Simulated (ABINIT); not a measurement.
**A GW chain in ABINIT: LiHF2 (R-3m)**

How does a plane-wave GW calculation on LiHF2 (R-3m) run from the first input to the gap?

Method: LDA and many-body steps on it, plane waves, in ABINIT 10.8.3.

Most raw output is cut from this account.

## (1) Starting point

Symmetry: R-3m, No. 166, trigonal system. Conventional cell: a = 2.934 Å, b = 2.934 Å, c = 13.100 Å, α = 90.00°, β = 90.00°, γ = 120.00°. Nearest to Li lie 6 F at 1.99 Å. H has 2 F at 1.14 Å nearest. Nearest to F lie 1 H at 1.14 Å and 3 Li at 1.99 Å. Farther neighbours and most contacts between anions are not listed.

As a file:

```cif
data_structure
_symmetry_space_group_name_H-M 'P 1'
_symmetry_Int_Tables_number 1
_cell_length_a 4.6837
_cell_length_b 4.6837
_cell_length_c 4.6837
_cell_angle_alpha 36.505
_cell_angle_beta 36.505
_cell_angle_gamma 36.505
_cell_volume 32.55
loop_
_atom_site_label
_atom_site_type_symbol
_atom_site_fract_x
_atom_site_fract_y
_atom_site_fract_z
_atom_site_occupancy
Li1 Li 0.00000 0.00000 0.00000 1
H2 H 0.50000 0.50000 0.50000 1
F3 F 0.41330 0.41330 0.41330 1
F4 F 0.58670 0.58670 0.58670 1
```

The cell and positions are those that the Materials Project relaxed with its own functionals (PBE, PBE+U or r2SCAN), kept fixed.

## (2) Ground state

This step: ABINIT 10.8.3; DFT, LDA, plane waves, norm-conserving pseudopotentials.

The ground-state density comes first.

Input file run.abi:

```
acell 3*1.0 Angstrom
rprim 
  1.466983587415 0.846963369091 4.366688724100
  -1.466983587415 0.846963369091 4.366688724100
  0.000000000000 -1.693926738182 4.366688724100
ntypat 3
znucl 3 1 9
natom 4
typat 1 2 3 3
xred 
  0.000000000000 0.000000000000 0.000000000000
  0.500000000000 0.500000000000 0.500000000000
  0.413301880000 0.413301880000 0.413301880000
  0.586698120000 0.586698120000 0.586698120000
pp_dirpath "pseudos"
pseudos "Li.upf, H.upf, F.upf"
ecut 36
ngkpt 8 8 8
nshiftk 1
shiftk 0 0 0
kptopt 1
chksymbreak 0
nband 15
occopt 1
tolvrs 1e-10
nstep 60
prtwf 0
optforces 0
optstress 0
indata_prefix "in"
outdata_prefix "out"
tmpdata_prefix "tmp"
```

Run with:

```
$ OMP_NUM_THREADS=1 mpirun -n 4 abinit run.abi > log
```

Wall time 24 s (4 MPI ranks of Arm Neoverse V2, shared host); peak memory 0.37 GiB; 95 s of CPU time.

This step gave:

- total energy: -1551.7165 eV
- gap: 8.102 eV
- k of the valence top: 0.5, 0.5, 0.5
- k of the conduction bottom: 0, 0, 0
- least direct gap: 8.305 eV

The gap is indirect, with the least direct gap 0.20 eV higher.

## (3) Bands along the symmetry lines

The cheap functional maps the bands first; the places of the edges decide which points the dearer methods must see.

Input file run.abi:

```
acell 3*1.0 Angstrom
rprim 
  1.466983587415 0.846963369091 4.366688724100
  -1.466983587415 0.846963369091 4.366688724100
  0.000000000000 -1.693926738182 4.366688724100
ntypat 3
znucl 3 1 9
natom 4
typat 1 2 3 3
xred 
  0.000000000000 0.000000000000 0.000000000000
  0.500000000000 0.500000000000 0.500000000000
  0.413301880000 0.413301880000 0.413301880000
  0.586698120000 0.586698120000 0.586698120000
pp_dirpath "pseudos"
pseudos "Li.upf, H.upf, F.upf"
ecut 36
iscf -2
irdden 1
kptopt 0
nkpt 59
kpt 
  0.00000000 0.00000000 0.00000000
  0.06250000 0.06250000 0.06250000
  0.12500000 0.12500000 0.12500000
  0.18750000 0.18750000 0.18750000
  0.25000000 0.25000000 0.25000000
  0.31250000 0.31250000 0.31250000
  0.37500000 0.37500000 0.37500000
  0.43750000 0.43750000 0.43750000
  0.50000000 0.50000000 0.50000000
  0.53853162 0.46146838 0.50000000
  0.57706325 0.42293675 0.50000000
  0.61559487 0.38440513 0.50000000
  0.65412649 0.34587351 0.50000000
  0.69265812 0.30734188 0.50000000
  0.73118974 0.26881026 0.50000000
  0.76972137 0.23027863 0.50000000
  0.80825299 0.19174701 0.50000000
  0.50000000 -0.19174701 0.19174701
  0.50000000 -0.16777863 0.16777863
  0.50000000 -0.14381026 0.14381026
  0.50000000 -0.11984188 0.11984188
  0.50000000 -0.09587350 0.09587350
  0.50000000 -0.07190513 0.07190513
  0.50000000 -0.04793675 0.04793675
  0.50000000 -0.02396838 0.02396838
  0.50000000 0.00000000 0.00000000
  0.43750000 0.00000000 0.00000000
  0.37500000 0.00000000 0.00000000
  0.31250000 0.00000000 0.00000000
  0.25000000 0.00000000 0.00000000
  0.18750000 0.00000000 0.00000000
  0.12500000 0.00000000 0.00000000
  0.06250000 0.00000000 0.00000000
  0.00000000 0.00000000 0.00000000
  0.04323419 -0.04323419 0.00000000
  0.08646838 -0.08646838 0.00000000
  0.12970257 -0.12970257 0.00000000
  0.17293675 -0.17293675 0.00000000
  0.21617094 -0.21617094 0.00000000
  0.25940513 -0.25940513 0.00000000
  0.30263932 -0.30263932 0.00000000
  0.34587351 -0.34587351 0.00000000
  0.65412649 0.00000000 0.34587351
  0.63486068 0.00000000 0.36513932
  0.61559487 0.00000000 0.38440513
  0.59632906 0.00000000 0.40367094
  0.57706324 0.00000000 0.42293675
  0.55779743 0.00000000 0.44220257
  0.53853162 0.00000000 0.46146838
  0.51926581 0.00000000 0.48073419
  0.50000000 0.00000000 0.50000000
  0.43750000 0.00000000 0.43750000
  0.37500000 0.00000000 0.37500000
  0.31250000 0.00000000 0.31250000
  0.25000000 0.00000000 0.25000000
  0.18750000 0.00000000 0.18750000
  0.12500000 0.00000000 0.12500000
  0.06250000 0.00000000 0.06250000
  0.00000000 0.00000000 0.00000000
istwfk *1
nband 16
nbdbuf 2
tolwfr 1e-08
nstep 40
prtwf 0
prtvol 0
indata_prefix "in"
outdata_prefix "out"
tmpdata_prefix "tmp"
```

Elapsed: 9.5 s, on 4 MPI ranks; peak memory 0.3 GiB; 38 s of CPU time.

This step gave:

```yaml
gap: 8.102 eV
k_of_the_valence_top: 0.5, 0.5, 0.5
k_of_the_conduction_bottom: 0, 0, 0
least_direct_gap: 8.305 eV
```

The gap is 8.102 eV, as in the run before at this level.

The electronic bands at the labelled points (eV, zero at the top of the highest filled band):

| point | band 6 | band 7 | band 8 | band 9 | band 10 | band 11 | band 12 | band 13 |
| --- | --- | --- | --- | --- | --- | --- | --- | --- |
| Γ | -0.41 | -0.33 | -0.20 | -0.20 | 8.10 | 12.80 | 16.82 | 18.58 |
| halfway | -0.52 | -0.52 | -0.08 | -0.08 | 8.58 | 12.35 | 16.61 | 19.70 |
| T | -0.60 | -0.60 | 0.00 | 0.00 | 8.98 | 12.25 | 15.88 | 19.54 |
| halfway | -1.66 | -1.02 | -0.53 | -0.22 | 10.75 | 13.34 | 16.13 | 17.47 |
| H2 | -1.92 | -1.59 | -0.93 | -0.58 | 13.84 | 14.28 | 14.57 | 15.48 |
| jump to H0 | -1.92 | -1.59 | -0.93 | -0.58 | 13.84 | 14.28 | 14.57 | 15.48 |
| halfway | -1.38 | -1.19 | -1.13 | -0.48 | 12.46 | 13.88 | 15.64 | 16.64 |
| L | -1.54 | -0.77 | -0.63 | -0.58 | 11.57 | 13.58 | 16.14 | 17.89 |
| halfway | -0.93 | -0.60 | -0.41 | -0.40 | 9.68 | 14.47 | 15.90 | 17.83 |
| Γ | -0.41 | -0.33 | -0.20 | -0.20 | 8.10 | 12.80 | 16.82 | 18.58 |
| halfway | -1.42 | -0.73 | -0.54 | -0.35 | 10.29 | 15.21 | 15.56 | 17.10 |
| S0 | -1.85 | -1.28 | -1.26 | -0.52 | 14.04 | 14.09 | 14.64 | 15.37 |
| jump to S2 | -1.85 | -1.28 | -1.26 | -0.52 | 14.04 | 14.09 | 14.64 | 15.37 |
| halfway | -1.52 | -1.42 | -1.14 | -0.33 | 13.62 | 14.25 | 14.37 | 15.60 |
| F | -1.60 | -1.20 | -1.13 | -0.15 | 13.45 | 13.97 | 14.07 | 16.27 |
| halfway | -1.14 | -0.87 | -0.58 | -0.12 | 10.05 | 13.84 | 16.56 | 17.98 |
| Γ | -0.41 | -0.33 | -0.20 | -0.20 | 8.10 | 12.80 | 16.82 | 18.58 |

## (4) Empty states on the mesh, 4×4×4 mesh, 26 bands

The sums over transitions need many empty states on a uniform mesh; this step solves for them.

Input file run.abi:

```
acell 3*1.0 Angstrom
rprim 
  1.466983587415 0.846963369091 4.366688724100
  -1.466983587415 0.846963369091 4.366688724100
  0.000000000000 -1.693926738182 4.366688724100
ntypat 3
znucl 3 1 9
natom 4
typat 1 2 3 3
xred 
  0.000000000000 0.000000000000 0.000000000000
  0.500000000000 0.500000000000 0.500000000000
  0.413301880000 0.413301880000 0.413301880000
  0.586698120000 0.586698120000 0.586698120000
pp_dirpath "pseudos"
pseudos "Li.upf, H.upf, F.upf"
ecut 36
ngkpt 4 4 4
nshiftk 1
shiftk 0 0 0
kptopt 1
chksymbreak 0
iscf -2
irdden 1
istwfk *1
nband 26
nbdbuf 4
tolwfr 1e-09
nstep 60
prtvol 0
indata_prefix "in"
outdata_prefix "out"
tmpdata_prefix "tmp"
```

Elapsed: 5.1 s, on 4 MPI ranks; peak memory 0.28 GiB.

Numbers from this step:

```yaml
gap: 8.102 eV
k_of_the_valence_top: 0.5, 0.5, 0.5
k_of_the_conduction_bottom: 0, 0, 0
least_direct_gap: 8.305 eV
k_points_computed: 13
lowest_point_of_the_top_converged_band_above_the_valence_top: 28.29 eV
```

On this mesh the gap is 8.102 eV.

## (5) Screening, 4×4×4 mesh, 22 bands, screening to 87.1 eV

The RPA dielectric matrix is built and inverted for each q.

This step: RPA screening on LDA, plane waves, norm-conserving pseudopotentials.

Changes to run.abi since step 4:

```diff
@@ -22,10 +22,11 @@
 chksymbreak 0
-iscf -2
-irdden 1
 istwfk *1
-nband 26
-nbdbuf 4
-tolwfr 1e-09
-nstep 60
-prtvol 0
+occopt 1
+irdwfk 1
+optdriver 3
+nband 22
+ecuteps 3.2
+inclvkb 2
+awtr 1
+symchi 1
 indata_prefix "in"
```

Run time: 7 s. Hardware: 4 MPI ranks; peak memory 0.65 GiB; 28 s of CPU time.

This step gave:

| Item | Value |
| --- | --- |
| ε∞ with local fields, on this mesh, along the program's q direction | 1.866 |
| the same without local fields | 1.920 |
| plasma frequency | 27.61 eV |
| plane waves in the screening matrix | 61 |

Local fields lower ε∞ by 3 %.

## (6) Self-energy, 4×4×4 mesh, 22 bands, screening to 87.1 eV

The self-energy is evaluated for the states that the input lists, and the levels follow from it, in one-shot runs by the linearised quasiparticle equation.

This step: G0W0 on LDA, plane waves, norm-conserving pseudopotentials.

Changes to run.abi since step 5:

```diff
@@ -25,8 +25,17 @@
 irdwfk 1
-optdriver 3
+optdriver 4
 nband 22
+gwcalctyp 0
+ecutsigx 36
+symsigma 1
+nkptgw 2
+kptgw 
+  0.5000000000 0.5000000000 0.5000000000
+  0.0000000000 0.0000000000 0.0000000000
+bdgw 
+  8 11
+  8 11
 ecuteps 3.2
-inclvkb 2
-awtr 1
-symchi 1
+irdscr 1
+ppmodel 1
 indata_prefix "in"
```

It took 2.6 s on 4 MPI ranks; peak memory 0.2 GiB; 10 s of CPU time.

Numbers from this step:

```
G0W0 gap on the points computed              : 13.27 eV
starting gap on the mesh                     : 8.102 eV
k of the valence top                         : 0.5, 0.5, 0.5
k of the conduction bottom                   : 0, 0, 0
Z at the valence top                         : 0.832
Z at the conduction bottom                   : 0.902
least direct G0W0 gap on the computed points : 13.51 eV
```

The gap on the mesh goes from 8.10 eV to 13.27 eV, a correction of +5.16 eV.

Limits: finite bands, cutoff and mesh. v1 is the top filled band, c1 the lowest empty one. Levels before and after the correction, in eV, zero at the valence-band top of each column:

|  | conduction bottom | valence top |
| --- | --- | --- |
| Kohn-Sham | 8.10 | 0.00 |
| G0W0 | 13.27 | 0.00 |

|  | level | energy (eV) |
| --- | --- | --- |
| Kohn-Sham | (0.5 0.5 0.5) v2-v1 | 0.000 |
| Kohn-Sham | (0.5 0.5 0.5) c1 | 8.980 |
| Kohn-Sham | (0.5 0.5 0.5) c2 | 12.245 |
| Kohn-Sham | Γ v2-v1 | -0.203 |
| Kohn-Sham | Γ c1 | 8.102 |
| Kohn-Sham | Γ c2 | 12.802 |
| G0W0 | (0.5 0.5 0.5) v2-v1 | 0.000 |
| G0W0 | (0.5 0.5 0.5) c1 | 14.278 |
| G0W0 | (0.5 0.5 0.5) c2 | 17.894 |
| G0W0 | Γ v2-v1 | -0.239 |
| G0W0 | Γ c1 | 13.267 |
| G0W0 | Γ c2 | 18.508 |

## (7) Where the time went

Times are wall times on 4 MPI ranks of Arm Neoverse V2, shared host, good to a factor of about two.

| step | time | share | memory (GiB) |
| --- | --- | --- | --- |
| ground state | 24 s | 50 % | 0.37 |
| bands along the symmetry lines | 9.5 s | 20 % | 0.3 |
| empty states on the mesh | 5.1 s | 11 % | 0.28 |
| screening | 7 s | 15 % | 0.65 |
| self-energy | 2.6 s | 5 % | 0.2 |

## (8) Summary of results

- LDA gap: 8.10 eV, indirect
- G0W0 gap on the mesh: 13.27 eV
- GW settings: 4×4×4 mesh, 22 bands, screening to 87.1 eV, Godby-Needs plasmon pole
- known limits: not at the basis limit

**Reading.** G0W0 moves the gap on the mesh from 8.10 eV to 13.27 eV (+5.16 eV), with Z of 0.83 and 0.90 at the edges. Local fields lower the RPA ε∞ on this mesh from 1.92 to 1.87. Only 2 of the mesh's irreducible points were corrected, so a valley elsewhere could overtake. The dearest step here is «ground state». Bands and cutoff are finite, so the gap is not at the basis limit. The miss can reach some tenths of an eV and take either sign; the mesh is an error of its own. In the G0W0 run levels were corrected at 2 k points alone, so a gap called «on the mesh» is the least over those, and an edge elsewhere would be missed.

[Paths, hosts, dates, memory and timing lines, banners, echoed tables and standing remarks are left out of the program output.]

[Logs are printed without paths, hosts, clocks, repeated set-up lines and the standing remarks that a program may print on its own settings, such as how far it seeks lower states.]

[Runs of the session that timed out or met a known fault of the program may be left out.]

[Hosts, paths, dates, database ids (printed as entryN), source tags and the programs' standing remarks are cut or masked in the printed files.]

[G0W0 gaps are taken among the corrected bands and points alone; a level outside them can change the order at an edge.]

[Where Ansatz stands beside ABINIT at settings called matched, ABINIT's density can come from a denser mesh and the files from another edition; pairs whose starting gaps differed by over 0.03 eV were left out, so agreement reads better than it is.]
